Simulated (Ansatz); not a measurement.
# linear As chain under tension and compression

Does stretching change the magnetism or the channel count of the linear As chain?

Method: DFT PBE, plane waves, PAW; relaxation of a chain's period, in the first sound run; inputs show where later runs differ, in Ansatz 0.2.0.

### 1. Set-up

The cell holds 1 atom: 1 As. Cell: a = 7.500 Å, b = 7.500 Å, c = 2.213 Å, α = 90.0°, β = 90.0°, γ = 90.0°. Vacuum lies along a and b. The structure's axis is c.

### 2. Relaxation of atoms and period

Band widths follow the bond lengths, so the chain is relaxed first. The atoms and the third cell vector are free; the box across stays fixed as vacuum. Moments are seeded so that a magnetic state can form if it lies lower. A Fermi-Dirac smearing is set since the result may be a metal. The pressure printed is a third of the stress's trace over the whole box, vacuum included; only the stress along the axis is relaxed.

Contents of input.yaml:

```yaml
crystal:
  lattice:
    - [7.5, 0.0, 0.0]
    - [0.0, 7.5, 0.0]
    - [0.0, 0.0, 2.2134]
  atoms:
    - { symbol: As, position: [0.5, 0.5, 0.0], spin: 0.3 }
magnetization:
  spin_polarized: true
kpoints:
  mp_grid: { grid: [1, 1, 37] }
scf:
  occupations: { method: fermi_dirac, width: 0.05 }
hamiltonian:
  xc: pbe
relax:
  cell: { fix: [a, b, alpha, beta, gamma] }
  max_steps: 60
```

Run with:

```sh
> ansatz run input.yaml --threads 4 --pin off --max-ram 8192MiB --backend cpu --events-out ev --progress --plain --runs-dir out
```

Numbers of over 12 decimals in the logs are rounded to 6 here.

What it wrote:

```text
Engine: ansatz 0.2.0, x86_64-unknown-linux-gnu
Pseudopotentials: kind: paw
Pseudopotential: As, paw, valence charge 15, recommended cutoff 420 eV (normal), As.paw.azcp
Functional definition: PBE
  parameter kappa = 0.804
  parameter beta = 0.066725
  exchange = pbe_x(kappa = kappa, mu = beta*pi^2/3)
  correlation = pbe_c(beta = beta)
Crystal: 1 atoms, lattice volume = 124.504 Å³
Basis set: ecut = 420 eV, 2463 PW (Γ), exchange–correlation on 108×108×30 points (8 copies of the dense FFT grid, shifted against one another)
Bands: 12, of which v1, the nominal top of the filled ones, is band 8 counted from 1 (7 counted from 0)
Symmetry: 16 space group operations
Space group: P4/mmm (ITA 123), of the structure as read, at distance tolerance 5.0e-5 Å
Magnetic group: BNS 123.339 (UNI 999), of the structure as read, at distance tolerance 5.0e-5 Å
k-points: 19 of 37
Non-local potential: As, projectors of the file, l = 0: 2, l = 1: 2, l = 2: 3, l = 3: 1
PAW form: soft (Blöchl's): semilocal exchange-correlation on the pseudo side does not see the compensation charge
PAW one-centre angular grid: As, 590 points (default); XC on 64 Gauss nodes
Initial density: superposition of atomic densities (neutral atoms: chi_scale 0, normalization atom)
Starting moments: Σ|m| = 0.3 μB on 1 of 1 site
Initial wavefunctions: pseudopotential atomic-orbital guess
Functional: x = pbe(κ = 0.804, μ = 0.219515), c = pbe(β = 0.066725)
iter 1 solved again at ethr=7.43e-4 eV; its pass at ethr=3.10e-3 eV (dr2=1.11e-1 eV) is discarded
SCF iter   1: F=—  HF=-4854.969137 eV  |F-HF|=—  |Δ(HF+E_count)|=         —  Δρ=1.06e-2 (↑1.06e-2 ↓1.04e-2)  dr2=1.14e-1  dr2_m=1.11e-1  M=0.046 μB ∫|m|=0.046 μB  β_m=0.30  ethr=7.43e-4  ⟨swp⟩=1.0  Hψ=3524  notcnv=0
preconditioner: auto → LDOS  [metal: Δε(μ)=0.100 eV  Ē_g=10.072 eV  σ=0.050 eV  W_gap=0.43  n_scr=20 (ndim 8)  ℏωp=6.8 eV  f_vac=0.683  D(μ)=0.82/eV (n_scr^D=4)]
spin=Collinear: LDOS preconditioning applied to the charge; magnetization (m = ρ↑ − ρ↓) channel mixes plain (no charge-response kernel on spin).
SCF iter   2: F=—  HF=-4854.951685 eV  |F-HF|=—  |Δ(HF+E_count)|=   1.75e-2  Δρ=7.44e-3 (↑7.44e-3 ↓7.27e-3)  dr2=5.41e-2  dr2_m=5.49e-2  M=0.039 μB ∫|m|=0.039 μB  β_m=0.30  ethr=7.43e-4  ⟨swp⟩=2.0  Hψ=590  notcnv=0
SCF iter   3: F=—  HF=-4854.935383 eV  |F-HF|=—  |Δ(HF+E_count)|=   1.63e-2  Δρ=4.94e-3 (↑4.94e-3 ↓4.93e-3)  dr2=2.12e-3  dr2_m=2.72e-2  M=0.033 μB ∫|m|=0.033 μB  β_m=0.30  ethr=3.61e-4  ⟨swp⟩=2.7  Hψ=766  notcnv=0
SCF iter   4: F=—  HF=-4854.938157 eV  |F-HF|=—  |Δ(HF+E_count)|=   2.77e-3  Δρ=3.50e-3 (↑3.42e-3 ↓3.50e-3)  dr2=9.09e-4  dr2_m=1.35e-2  M=0.028 μB ∫|m|=0.028 μB  β_m=0.30  ethr=1.41e-5  ⟨swp⟩=2.4  Hψ=714  notcnv=0
SCF iter   5: F=—  HF=-4854.939345 eV  |F-HF|=—  |Δ(HF+E_count)|=   1.19e-3  Δρ=2.48e-3 (↑2.38e-3 ↓2.48e-3)  dr2=3.63e-5  dr2_m=6.72e-3  M=0.024 μB ∫|m|=0.024 μB  β_m=0.30  ethr=6.06e-6  ⟨swp⟩=2.1  Hψ=694  notcnv=0
SCF iter   6: F=—  HF=-4854.939867 eV  |F-HF|=—  |Δ(HF+E_count)|=   5.22e-4  Δρ=1.71e-3 (↑1.71e-3 ↓1.71e-3)  dr2=3.70e-6  dr2_m=3.35e-3  M=0.020 μB ∫|m|=0.020 μB  β_m=0.30  ethr=2.42e-7  ⟨swp⟩=2.0  Hψ=744  notcnv=0
SCF iter   7: F=—  HF=-4854.940149 eV  |F-HF|=—  |Δ(HF+E_count)|=   2.82e-4  Δρ=1.21e-3 (↑1.21e-3 ↓1.21e-3)  dr2=5.31e-7  dr2_m=1.67e-3  M=0.017 μB ∫|m|=0.017 μB  β_m=0.30  ethr=2.47e-8  ⟨swp⟩=2.5  Hψ=749  notcnv=0
Mixer restart at iter 7: flushing history
spin-set hold released at iteration 7 (site moments contracting): the magnetisation degrees of freedom join the quasi-Newton model from the next iteration; the mixer history was flushed
SCF iter   8: F=—  HF=-4854.940299 eV  |F-HF|=—  |Δ(HF+E_count)|=   1.51e-4  Δρ=8.59e-4 (↑8.59e-4 ↓8.57e-4)  dr2=3.33e-7  dr2_m=8.40e-4  M=0.014 μB ∫|m|=0.015 μB  β_m=0.65  ethr=3.54e-9  ⟨swp⟩=2.0  Hψ=651  notcnv=0
SCF iter   9: F=—  HF=-4854.940499 eV  |F-HF|=—  |Δ(HF+E_count)|=   2.00e-4  Δρ=6.27e-5 (↑5.97e-5 ↓6.27e-5)  dr2=2.42e-8  dr2_m=4.26e-6  M=0.006 μB ∫|m|=0.006 μB  β_m=0.82  ethr=2.22e-9  ⟨swp⟩=3.0  Hψ=860  notcnv=0
SCF iter  10: F=—  HF=-4854.940520 eV  |F-HF|=—  |Δ(HF+E_count)|=   2.13e-5  Δρ=3.47e-5 (↑3.44e-5 ↓3.47e-5)  dr2=1.78e-8  dr2_m=1.36e-6  M=0.003 μB ∫|m|=0.003 μB  β_m=0.91  ethr=1.62e-10  ⟨swp⟩=5.0  Hψ=1552  notcnv=0
SCF iter  11: F=—  HF=-4854.940526 eV  |F-HF|=—  |Δ(HF+E_count)|=   5.23e-6  Δρ=9.39e-6 (↑8.78e-6 ↓9.39e-6)  dr2=5.29e-8  dr2_m=8.06e-8  M=0.001 μB ∫|m|=0.001 μB  β_m=0.77  ethr=1.19e-10  ⟨swp⟩=5.0  Hψ=1551  notcnv=0
SCF iter  12: F=—  HF=-4854.940526 eV  |F-HF|=—  |Δ(HF+E_count)|=   9.73e-8  Δρ=2.12e-6 (↑2.12e-6 ↓2.07e-6)  dr2=1.30e-10  dr2_m=4.97e-9  M=0.000 μB ∫|m|=0.000 μB  β_m=0.88  ethr=1.19e-10  ⟨swp⟩=4.2  Hψ=1379  notcnv=0
SCF iter  13: F=-4854.940526 eV  HF=-4854.940526 eV  |F-HF|=2.09e-11  |Δ(HF+E_count)|=   2.17e-8  Δρ=1.11e-7 (↑1.11e-7 ↓8.56e-8)  dr2=1.86e-11  dr2_m=8.22e-12  M=0.000 μB ∫|m|=0.000 μB  ethr=1.00e-12  ⟨swp⟩=3.8  Hψ=1232  notcnv=0
WARN: the starting moments were not kept: the SCF closed with an absolute magnetisation of 6.2e-6 μB, where they sum to 0.3 μB in size (1 site). That is at most 0.1 of that sum. Measured as dr2_m measures the in/out step, that magnetisation stands 5.0e-12 eV from none, at or under the dr2_threshold of 1.0e-7 eV: it is no larger than a step whose dr2_m would equal this threshold. The system may hold no moment; this SC [...]
SCF 1 converged in 13 iterations: F = -4854.940526 eV  dr2 = 1.86e-11
  greatest PAW one-centre occupation: 0.999 electrons in one spin orbital (limit 2), on the As atom at site 0 (counted from 0), in its partial waves of l = 2
relax step   1: F+E_penalty+E_count = -4854.94052579 eV  Δ(F+E_penalty+E_count) = +0.000e0 eV  max|allowed force component| = 0.000e0 eV/Å  Δτ_max = 0.0000 Å  P = +1.864 GPa  Ω = 124.504 Å³  fix = [a, b, alpha, beta, gamma]  reactions: a +0.123, b +0.123 GPa  (13 SCF iters, dr2 threshold 1.00e-7 eV, accepted)
Crystal: 1 atoms, lattice volume = 129.281 Å³
Basis set: ecut = 420 eV, 2527 PW (Γ), exchange–correlation on 108×108×30 points (8 copies of the dense FFT grid, shifted against one another)
Initial density: handed on by an earlier stage of this run
Starting moments: Σ|m| = 0.3 μB on 1 of 1 site; this step starts from the density that it was given
Initial wavefunctions: those handed on with the density
iter 1 solved again at ethr=5.95e-5 eV; its pass at ethr=3.10e-3 eV (dr2=8.92e-3 eV) is discarded
[...]
iter 7 did not close the SCF: its close was put off for a magnetic moment that had not settled (scf_convergence_deferred on its scf_iter line)
SCF iter   7: F=-4855.031716 eV  HF=-4855.031716 eV  |F-HF|=3.09e-11  |Δ(HF+E_count)|=  5.23e-10  Δρ=1.19e-7 (↑1.15e-7 ↓1.19e-7)  dr2=1.54e-12  dr2_m=1.59e-11  M=-0.000 μB ∫|m|=0.000 μB  β_m=0.96  ethr=1.00e-12  ⟨swp⟩=1.0  Hψ=1239  notcnv=0
SCF iter   8: F=-4855.031716 eV  HF=-4855.031716 eV  |F-HF|=0.00e0  |Δ(HF+E_count)|=  6.55e-11  Δρ=8.99e-9 (↑8.99e-9 ↓6.39e-9)  dr2=3.42e-14  dr2_m=6.32e-14  M=-0.000 μB ∫|m|=0.000 μB  ethr=1.00e-12  ⟨swp⟩=1.0  Hψ=1116  notcnv=0
the starting moments were not kept: the SCF closed with an absolute magnetisation of 6.7e-7 μB, where they sum to 0.3 μB in size (1 site). That is at most 0.1 of that sum. Measured as dr2_m measures the in/out step, that magnetisation stands 6.4e-14 eV from none, at or under the dr2_threshold of 1.0e-7 eV: it is no larger than a step whose dr2_m would equal this threshold.
SCF 3 converged in 8 iterations: F = -4855.031716 eV  dr2 = 3.42e-14
relax step   3: F+E_penalty+E_count = -4855.03171625 eV  Δ(F+E_penalty+E_count) = -3.221e-3 eV  max|allowed force component| = 0.000e0 eV/Å  Δτ_max = 0.0000 Å  P = +0.187 GPa  Ω = 130.197 Å³  energy of the carried Pulay correction = -1.198e-4 eV  fix = [a, b, alpha, beta, gamma]  reactions: a +0.127, b +0.127 GPa  (8 SCF iters, dr2 threshold 1.00e-7 eV, accepted)
[...]
relax step   4: F+E_penalty+E_count = -4855.03232557 eV  Δ(F+E_penalty+E_count) = -6.093e-4 eV  max|allowed force component| = 0.000e0 eV/Å  Δτ_max = 0.0000 Å  P = +0.114 GPa  Ω = 130.710 Å³  energy of the carried Pulay correction = -1.303e-4 eV  fix = [a, b, alpha, beta, gamma]  reactions: a +0.127, b +0.127 GPa  (7 SCF iters, dr2 threshold 1.00e-7 eV, accepted)
[...]
relax step   5: F+E_penalty+E_count = -4855.03238193 eV  Δ(F+E_penalty+E_count) = -5.636e-5 eV  max|allowed force component| = 0.000e0 eV/Å  Δτ_max = 0.0000 Å  P = +0.090 GPa  Ω = 130.897 Å³  energy of the carried Pulay correction = -1.341e-4 eV  fix = [a, b, alpha, beta, gamma]  reactions: a +0.127, b +0.127 GPa  (7 SCF iters, dr2 threshold 1.88e-8 eV, accepted)
Basis set: ecut = 420 eV, 2527 PW (Γ), exchange–correlation on 108×108×32 points (8 copies of the dense FFT grid, shifted against one another)
Initial wavefunctions: pseudopotential atomic-orbital guess (no wavefunctions were taken with the density)
iter 1 solved again at ethr=4.60e-7 eV; its pass at ethr=3.10e-3 eV (dr2=6.90e-5 eV) is discarded
SCF iter   1: F=—  HF=-4855.032550 eV  |F-HF|=—  |Δ(HF+E_count)|=         —  Δρ=1.33e-5 (↑1.33e-5 ↓1.33e-5)  dr2=9.17e-8  dr2_m=8.53e-13  M=-0.000 μB ∫|m|=0.000 μB  β_m=0.30  ethr=4.60e-7  ⟨swp⟩=2.8  Hψ=3872  notcnv=0
eigensolver tolerance schedule: the retry pair's looser diagonalisation over-reported the residual by 751.73 of it (diagonalisation noise at 0.13 of the residual, at the tolerance the schedule requests for it); recorded, not acted on — ethr = c·dr2/N_el stays at c = 1.0e-1
preconditioner: auto → Resta (q_TF=auto, 1.901 Å⁻¹)  ε∞=1.4  [insulator: Δε(μ)=0.390 eV  Ē_g=10.931 eV  σ=0.050 eV  W_gap=0.74  n_scr=20 (ndim 8)  ℏωp=7.3 eV  f_vac=0.697  D(μ)=1.22/eV (n_scr^D=8)  ε∞_Penn≈1.4  vacuum switching on, ρ_ref=8.7e-3 e/Å³]
spin=Collinear: Resta preconditioning applied to the charge; magnetization (m = ρ↑ − ρ↓) channel mixes plain (no charge-response kernel on spin).
SCF iter   2: F=—  HF=-4855.032567 eV  |F-HF|=—  |Δ(HF+E_count)|=   1.71e-5  Δρ=9.59e-6 (↑9.58e-6 ↓9.59e-6)  dr2=5.92e-8  dr2_m=6.03e-13  M=-0.000 μB ∫|m|=0.000 μB  β_m=0.49  ethr=6.11e-10  ⟨swp⟩=2.3  Hψ=764  notcnv=0
SCF iter   3: F=—  HF=-4855.032581 eV  |F-HF|=—  |Δ(HF+E_count)|=   1.41e-5  Δρ=2.74e-6 (↑2.73e-6 ↓2.74e-6)  dr2=6.31e-9  dr2_m=2.40e-13  M=-0.000 μB ∫|m|=0.000 μB  β_m=0.54  ethr=3.94e-10  ⟨swp⟩=2.0  Hψ=746  notcnv=0
SCF iter   4: F=—  HF=-4855.032582 eV  |F-HF|=—  |Δ(HF+E_count)|=   4.64e-7  Δρ=5.69e-7 (↑5.64e-7 ↓5.69e-7)  dr2=4.28e-10  dr2_m=1.00e-13  M=-0.000 μB ∫|m|=0.000 μB  β_m=0.65  ethr=4.20e-11  ⟨swp⟩=2.0  Hψ=560  notcnv=0
SCF iter   5: F=-4855.032582 eV  HF=-4855.032582 eV  |F-HF|=1.09e-10  |Δ(HF+E_count)|=   4.98e-7  Δρ=4.28e-8 (↑3.95e-8 ↓4.28e-8)  dr2=3.98e-12  dr2_m=3.28e-14  M=-0.000 μB ∫|m|=0.000 μB  ethr=1.00e-12  ⟨swp⟩=4.2  Hψ=2022  notcnv=0
the starting moments were not kept: the SCF closed with an absolute magnetisation of 5.3e-7 μB, where they sum to 0.3 μB in size (1 site). That is at most 0.1 of that sum. Measured as dr2_m measures the in/out step, that magnetisation stands 4.0e-14 eV from none, at or under the dr2_threshold of 1.0e-11 eV: it is no larger than a step whose dr2_m would equal this threshold.
SCF 6 converged in 5 iterations: F = -4855.032582 eV  dr2 = 3.98e-12
relax step   6: F+E_penalty+E_count = -4855.03258230 eV  Δ(F+E_penalty+E_count) = -2.004e-4 eV  max|allowed force component| = 0.000e0 eV/Å  Δτ_max = 0.0000 Å  P = +0.093 GPa  Ω = 130.897 Å³  fix = [a, b, alpha, beta, gamma]  reactions: a +0.128, b +0.128 GPa  stress off target by 2.24e-2 GPa on what of the cell is left free  SCF on the basis re-selected at this cell (its energy is not comparable with the rows above)  (5 SCF iters)
basis re-selected at this cell: Δ(F+E_penalty+E_count) = -2.004e-4 eV, ΔP = +0.002 GPa vs the last step (what re-selecting the basis moved, of the pressure what is left beyond the Pulay correction that the steps carried, after the strain that the cell walked since its last selection, with what the two solves' SCF thresholds leave and, on support functions, any second-order correction that the steps lacked; it is no measure of the basis error at this ecutwfc). The dense FFT grid was sized anew with the basis: this SCF ran on 54×54×16 points, the steps before it on 54×54×15, so part of this shift can come from that change (see relax.cell in the input reference). [rest of the remark cut]
SCF converged after 5 iterations
Magnetization: -0.0000 μB (7.5000 up, 7.5000 down)
Absolute magnetization: 0.0000 μB (∫|ρ↑−ρ↓|, with the PAW one-centre terms)
Spin contamination: 0.0000 ħ² per cell (⟨S²⟩ above its minimum at these occupations)
Per-site moments (μB) at R_I (Å): [(-2.2393705210780223e-7, 0.959913)]
Free energy (F): -4855.032582 eV
Harris-Foulkes:  -4855.032582 eV  (|F-HF|=1.09e-10)
Internal energy: -4855.023358 eV  (E = F + TS)
E sigma→0 (E₀):  -4855.027970 eV
Entropy (-TS):   -0.009224 eV (-9.224 meV/atom)
Fermi energy:    -2.631539 eV
--- Per-component energies (eV) ---
  E_band       = -421.612843
  E_kinetic    = 101.106998
  E_local      = -4024.838926  (includes V_loc(G=0)·N_el)
  E_nonlocal   = -670.856736
  E_hartree    = 2008.464389
  E_xc         = -77.806159
  E_vxc        = -77.182128  (∫ρ·V_xc dr)
  E_paw        = -1834.435654  (= ΣΔE_a)
  E_vpaw       = 233.229109  (= ΣTr[D̂ρ^β])
  E_aug_tail   = 0.000009  (compensation charges beyond the density's cutoff)
  E_ewald      = -356.657278
  E_smearing   = -0.009224  (= −TS)
  E_closure    = 0.000000  (closes the sum)
  Σ components = -4855.032582   (vs F -4855.032582, Δ=0.00e0)
--- Forces (eV/Å), atoms counted from 1 ---
  atom   1  As     0.00000000    -0.00000000     0.00000000
  max |Σ_I F_I| component: 1.42e-29 eV/Å
--- Stress (GPa, compression-positive) ---
        0.127698       0.000000       0.000000
        0.000000       0.127698       0.000000
        0.000000       0.000000       0.022364
  P = ⅓ Tr σ = 0.0926 GPa (0.926 kbar)
--- Relaxed structure (5 steps of the walk, 5 accepted, 1 SCFs on fresh bases) ---
  F+E_penalty+E_count = -4855.03258230 eV   max|allowed force component| = 0.000e0 eV/Å   (the final SCF, on the basis selected at the relaxed cell)
  cell:  # Å, volume = 130.8972 Å³
    - [7.5, 0.0, 0.0]
    - [0.0, 7.5, 0.0]
    - [0.0, 0.0, 2.327062]
  atoms:
    - { symbol: As, position: [0.5, 0.5, 0.0] }
```

Run time: 27 s. Hardware: 4 threads of AMD EPYC 7R43, shared host; peak memory 0.43 GiB.

Step by step:

```tsv
step	energy less that of the first step (eV)	largest force component (eV/Å)	pressure (GPa)	volume (Å³)
1	0.0000	0.0000	1.86	124.50
2	-0.0880	0.0000	0.37	129.28
3	-0.0912	0.0000	0.19	130.20
4	-0.0918	0.0000	0.11	130.71
5	-0.0919	0.0000	0.09	130.90
6*	-0.0921	0.0000	0.09	130.90
```

Relaxation steps marked * repeat the geometry before them on a plane-wave basis chosen anew for their cell, so energy and pressure can jump there.

```tsv
cell as run	before	after	change
c (Å)	2.213	2.327	+5.1 %
```

Final coordinates:

```cif
data_structure
_symmetry_space_group_name_H-M 'P 1'
_symmetry_Int_Tables_number 1
_cell_length_a 7.5000
_cell_length_b 7.5000
_cell_length_c 2.3271
_cell_angle_alpha 90.000
_cell_angle_beta 90.000
_cell_angle_gamma 90.000
_cell_volume 130.90
loop_
_atom_site_label
_atom_site_type_symbol
_atom_site_fract_x
_atom_site_fract_y
_atom_site_fract_z
_atom_site_occupancy
As1 As 0.50000 0.50000 0.00000 1
```

This step gave:

| Property | Result |
| --- | --- |
| energy at zero smearing | -4855.0280 eV |
| cell length along the wire | 2.327 Å |

The cell's length comes to 2.327 Å with no moment.

### 3. At a set period, period over the relaxed period 0.88, k-mesh 1×1×40

This step: DFT PBE, plane waves, PAW; channels and complex bands of a perfect chain (Ansatz 0.2.0).

The period is set to 0.88 times the relaxed one: shorter bonds widen the bands.

The cell differs from the one that the last finished run ended in (c 2.327 → 2.048 Å).

input.yaml, the sections that differ from step 2:

```yaml
crystal:
  lattice:
    - [7.5, 0.0, 0.0]
    - [0.0, 7.5, 0.0]
    - [0.0, 0.0, 2.0478144673]
  atoms:
    - { symbol: As, position: [0.5, 0.5, 0.0], spin: 0.3 }
kpoints:
  mp_grid: { grid: [1, 1, 40] }
output:
  transmission:
    e_range: [-2, 2]
    de: 0.035
    kmesh: [1, 1]
    reduced_basis: true
    leads: [[0, 0]]
  stress: true
# magnetization, scf, hamiltonian: as in step 2
# relax: removed
```

What it wrote:

```text
[...]
Crystal: 1 atoms, lattice volume = 115.190 Å³
Basis set: ecut = 420 eV, 2247 PW (Γ)
Bands: 12, of which v1, the nominal top of the filled ones, is band 8 counted from 1 (7 counted from 0)
Symmetry: 16 space group operations
[...]
k-points: 21 of 40
[...]
Starting moments: Σ|m| = 0.3 μB on 1 of 1 site
[...]
SCF iter  13: F=-4854.344841 eV  HF=-4854.344841 eV  |F-HF|=2.73e-12  |Δ(HF+E_count)|=   6.37e-9  Δρ=7.42e-8 (↑7.42e-8 ↓4.84e-8)  dr2=1.87e-12  dr2_m=3.87e-12  M=0.000 μB ∫|m|=0.000 μB  ethr=1.00e-12  ⟨swp⟩=3.4  Hψ=1388  notcnv=0
SCF 1 converged in 13 iterations: F = -4854.344841 eV  dr2 = 1.87e-12
[...]
transmission: 6 of 36 steps passed
transmission: 9 of 36 steps passed
[...]
transmission: 36 of 36 steps passed
SCF converged after 13 iterations
Magnetization: 0.0000 μB (7.5000 up, 7.5000 down)
Absolute magnetization: 0.0000 μB (∫|ρ↑−ρ↓|, with the PAW one-centre terms)
[...]
Per-site moments (μB) at R_I (Å): [(3.2323162629407987e-7, 0.844723)]
Free energy (F): -4854.344841 eV
[...]
Internal energy: -4854.338726 eV  (E = F + TS)
E sigma→0 (E₀):  -4854.341783 eV
Entropy (-TS):   -0.006114 eV (-6.114 meV/atom)
Fermi energy:    -2.086832 eV
[...]
--- Stress (GPa, compression-positive) ---
        0.114328       0.000000       0.000000
        0.000000       0.114328       0.000000
        0.000000       0.000000      17.277438
  P = ⅓ Tr σ = 5.8354 GPa (58.354 kbar)
--- Band table (eV; the first three rows and the last of 42) ---
  k-point 0 ↑: bands = [... 4 lower, -37.6214, -16.3600, -5.4743, -5.4743, 1.1195, 2.8252, 3.9285, 4.4425]
  k-point 1 ↑: bands = [... 4 lower, -37.6239, -16.3391, -5.4505, -5.4505, 1.1410, 2.8475, 3.9506, 4.4651]
  k-point 2 ↑: bands = [... 4 lower, -37.6313, -16.2762, -5.3789, -5.3789, 1.2052, 2.9142, 4.0168, 4.5328]
  k-point 20 ↓: bands = [... 4 lower, -37.4590, -8.6455, -6.2657, 2.0344, 2.0344, 6.0062, 6.0062, 9.7747]
--- Transmission ---
  basis      : 497 plane waves across, 3 finite elements along
  points     : 1, standing for a mesh of 1 x 1
  filling    : by the input's occupations and mesh, since the crystals that have channels conduct as metals do. If one of these is a semiconductor, that mesh has misplaced its level
  energies   : 115 from -2.000000 to 1.990000 eV about the Fermi level, 0.035000 eV apart; the leads are filled to 0.000000 eV, and channels, transmission and decay are at -0.005000 eV
  crystal 0  : As1, at the sites [0, 0], period 2.0478 Å: whole cells are its period
    offset         : up to 0.0000 Å between an atom of the period and one for which it stands
    filled         : 133.7 meV under the level at which it is neutral
    channels       : 3.000000e0 up, 3.000000e0 down
    conductance    : 4.1323e14 S/m² at 300 K; may be off by some 0.0 % by where its bands' edges are placed, 0.0 % from the distance to neutral
```

Run time: 70 s. Hardware: 4 threads; peak memory 0.46 GiB.

In the SCF lines HF is the Harris–Foulkes energy and dr2 the Hartree energy of the density residual, in eV; the loop may stop once dr2 is under the threshold and the program's other checks hold. Hψ counts applications of the Hamiltonian.

This step gave:

```
energy at zero smearing                                   : -4854.3418 eV
channels at the energy nearest the Fermi level, spin up   : 3
channels at the energy nearest the Fermi level, spin down : 3
conductance of the lead as this run defines it            : 3.000 G₀
band gap                                                  : 0 eV
```

Open channels of the lead against energy, zero at the Fermi level:

```tsv
energy (eV)	spin up	spin down
-2.000	3	3
-1.790	3	3
-1.615	3	3
-1.405	3	3
-1.195	3	3
-0.985	3	3
-0.810	3	3
-0.600	3	3
-0.390	3	3
-0.215	3	3
-0.005	3	3
0.205	3	3
0.415	3	3
0.590	3	3
0.800	3	3
1.010	3	3
1.185	3	3
1.395	3	3
1.605	3	3
1.815	3	3
```

At the computed energy nearest the Fermi level there are 3 spin-up and 3 spin-down channels, and the thermal average gives 3.00 G₀.

(Part 1 of 2 ends here.)

[Logs are printed without paths, hosts, clocks, repeated set-up lines and the standing remarks that a program may print on its own settings, such as how far it seeks lower states.]

[Hosts, paths, dates, database ids (printed as entryN), source tags and the programs' standing remarks are cut or masked in the printed files.]
